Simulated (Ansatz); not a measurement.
# CsLi2Br3 (Immm):Br_i (4-fold void), thermodynamic levels from a 72-atom cell, part 2 of 2

Charge states of Br_i (4-fold void) in CsLi2Br3 (Immm), set against the band edges. Model: a cell of 72 host atoms with 1 Br put in.

Ansatz; place-levels on PBEsol runs: charge-transition levels and formation energies with image-charge correction and potential alignment at the atomic sites.

So far. Step 3 (place-levels, PBEsol): Under PBEsol the gap is 4.31 eV, (+1/0) 0.75, (0/−1) 0.98 eV.

## Step 4: The same at the relaxations' own k-points

The relaxations' own energies give the levels at their sampling, for comparison.

levels.relax_mesh.yaml reads:

```yaml
host:
  run: host.relax.run
  levels_from: { run: edges.relax.run }
states: [qm1.relax.run, q0_M1.relax.run, qp1.relax.run]
chemical_potentials:
  Br:
    energy: -2736.47272
    dataset: "<sha256 of the dataset>"
```

Launch:

```console
> ansatz place-levels levels.relax_mesh.yaml -- --threads 8 --pin off --max-ram 14131MiB
```

Numbers of over 12 decimals in the logs are rounded to 6 here.

The log of the run:

```text
(+1/0) 0.753 eV above the valence edge, 3.561 eV under the conduction edge
(0/-1) 0.969 eV above the valence edge, 3.345 eV under the conduction edge
formation energy of charge +1: +0.485 eV with the Fermi level at the valence edge
formation energy of charge 0: +1.238 eV with the Fermi level at the valence edge
formation energy of charge -1: +2.206 eV with the Fermi level at the valence edge
  edges by pbesol of host.levels_from (edges.relax.run), its mesh sampled to repeats of 36.94 Å (the valence edge +0.098 eV and the conduction edge -0.350 eV from those of the host's own run), gap 4.314 eV; the host is sampled to repeats of 14.40 Å
[... the lines on each state left out ...]
```

Wall time 0.14 s (8 threads of Arm Neoverse V1, shared host).

Levels between neighbouring charges, in eV above the valence top:

```csv
,gap (eV),(+1/0),(0/−1)
"one point at (¼, ¼, ¼)",4.31,0.75,0.97
a 2×2×2 shifted mesh,4.31,0.75,0.98
```

Going from one point at (¼, ¼, ¼) to a 2×2×2 shifted mesh moves the levels that carry no band-filling term by up to 0.01 eV and formation energies against the elements by up to 0.01 eV.

## Step 5: place-levels, r2SCAN

r2SCAN on the same structure is run to see how far the result rests on the functional, though not on the errors that semilocal functionals share; the sampling changes too, to one point at (¼, ¼, ¼), so differences hold both changes.

qm1.r2scan/input.yaml reads:

```yaml
crystal:
  checkpoint: "../qm1.relax.run"
  host: checkpoint
total_charge: -1
basis:
  ecutwfc: 500
  xc_grid: 2
hamiltonian:
  xc: r2scan
kpoints:
  mp_grid: { grid: [1, 1, 1], shift: [0.25, 0.25, 0.25] }
scf:
  occupations: { method: fermi_dirac, width: 0.01 }
  max_iter: 60
output:
  forces: true
  eigenvalues: true
  charged_corrections:
    epsilon: [3.11, 3.22, 3.04]
    static_epsilon: [6.58, 24.18, 6.7]
    defect_position: [0.286931, 0.692237, 0.904328]
  eigenstates: { localisation: true }
  populations: true
  band_densities: [{ bands: [v1, v1] }, { bands: [c1, c1] }]
  write_density: true
  write_potential: true
  volumetric_format: npy
checkpoint:
  write: "../qm1.r2scan.run"
  compress: false
  write_wavefunctions: false
  write_every: 100000
```

The job ended after 53 s (8 threads; peak memory 4.6 GiB; 6.7 min of CPU time).

levels.r2scan.yaml reads:

```yaml
host:
  run: host.r2scan.run
  levels_from: { run: edges.r2scan.run }
states: [qm1.r2scan.run, q0_M1.r2scan.run, qp1.r2scan.run]
geometry_from:
  qm1.r2scan.run: qm1.relax.run
  q0_M1.r2scan.run: q0_M1.relax.run
  qp1.r2scan.run: qp1.relax.run
  host.r2scan.run: host.relax.run
chemical_potentials:
  Br:
    energy: -2792.85859
    dataset: "<sha256 of the dataset>"
```

Launch:

```console
> ansatz place-levels levels.r2scan.yaml -- --threads 8 --pin off --max-ram 14131MiB
```

The log of the run:

```text
(+1/0) 0.729 eV above the valence edge, 4.482 eV under the conduction edge
(0/-1) 1.147 eV above the valence edge, 4.064 eV under the conduction edge
formation energy of charge +1: +0.767 eV with the Fermi level at the valence edge
formation energy of charge 0: +1.496 eV with the Fermi level at the valence edge
formation energy of charge -1: +2.644 eV with the Fermi level at the valence edge
  edges by r2scan of host.levels_from (edges.r2scan.run), its mesh sampled to repeats of 36.94 Å (the valence edge +0.096 eV and the conduction edge -0.321 eV from those of the host's own run), gap 5.211 eV; the host is sampled to repeats of 14.40 Å
[... the lines on each state left out ...]
```

Wall time 0.3 s (8 threads).

Under r2SCAN the gap is 5.21 eV, (+1/0) 0.73, (0/−1) 1.15 eV.

## Step 6: A changed set-up

The levels are placed again with one choice changed, to see how much they rest on it.

levels.try1.yaml is levels.point.yaml with these lines changed:

```diff
-epsilon: [3.11, 3.22, 3.04]
-static_epsilon: [6.58, 24.18, 6.7]
+epsilon: 1.0001
+static_epsilon: 1.0001
```

Launch:

```console
> ansatz place-levels levels.try1.yaml -- --threads 8 --pin off --max-ram 14131MiB
```

The log of the run:

```text
(+1/0) 0.190 eV beneath the valence edge, in the valence band
(0/-1) 1.974 eV above the valence edge, 2.340 eV under the conduction edge
formation energy of charge +1: +1.427 eV with the Fermi level at the valence edge
formation energy of charge 0: +1.236 eV with the Fermi level at the valence edge
formation energy of charge -1: +3.210 eV with the Fermi level at the valence edge
vertical -1 to 0: no energy, since no alignment is typed
vertical +1 to 0: no energy, since no alignment is typed
[...]
[... the lines on each state left out ...]
```

The change: no screening of the image charge.

Levels in eV above the valence top; the changed ones are not the defect's:

```csv
,gap (eV),(+1/0),(0/−1)
changed,4.31,-0.19,1.97
as set up,4.31,0.75,0.98
```

The largest shift is 0.99 eV.

## Step 7: Side by side

Levels between neighbouring charges, in eV above each run's own valence top:

```csv
,gap (eV),(+1/0),(0/−1),CPU time a state at this stage (restarts are quicker than cold starts)
"PBEsol, 2×2×2 shifted mesh",4.31,0.75,0.98,23 min
"r2SCAN on PBEsol structures, (¼, ¼, ¼)",5.21,0.73,1.15,12 min
```

## Step 8: Results

```yaml
gap_of_the_host: 4.31 eV (PBEsol)
level_plus_1_over_0: 0.75 eV above the valence top
level_0_minus_1: 0.98 eV above the valence top
lowest_of_the_charges_placed_just_above_the_valence_top_0p02_ev: +1
lowest_of_the_charges_placed_just_below_the_conduction_bottom_0p02_ev: −1
lowest_formation_energy_at_mid_gap_of_the_charges_run_elemental_references: 0.06 eV
```

Of the charges placed (−1, 0 and +1), the lowest changes at 0.75 eV (+1/0) and 0.98 eV (0/−1) above the valence top, in a gap of 4.31 eV. Charges above +1 and below −1 were not placed, so these runs say nothing of levels that involve them. States placed: +1 at 0 μB; 0 at 1 μB; −1 at 0 μB. Other spin states or structures, where not listed, weren't placed. At charge +1 the atom put in ends up to 0.9 Å from its starting place, so the name tells the start alone and the levels can join different sites. Going from one point at (¼, ¼, ¼) to a 2×2×2 shifted mesh moves the levels that carry no band-filling term by up to 0.01 eV and formation energies against the elements by up to 0.01 eV. Keep in mind: PBEsol makes the gap too small and tends to spread out bound carriers; spin–orbit coupling, which can matter with heavy atoms, is left out.

[Logs are printed without paths, hosts, clocks, repeated set-up lines and the standing remarks that a program may print on its own settings, such as how far it seeks lower states.]

[Hosts, paths, dates, database ids (printed as entryN), source tags and the programs' standing remarks are cut or masked in the printed files.]

[Where a table of states has a column of steps, it counts the stored structures, which are thinned; the runs took as many ionic steps or more.]

[A defect's name tells the site on which it was built; relaxed atoms can leave that site.]

[For some hosts the program warned that the k-mesh of the response run may be too coarse for force constants and the static dielectric constant; such warnings are not shown here.]
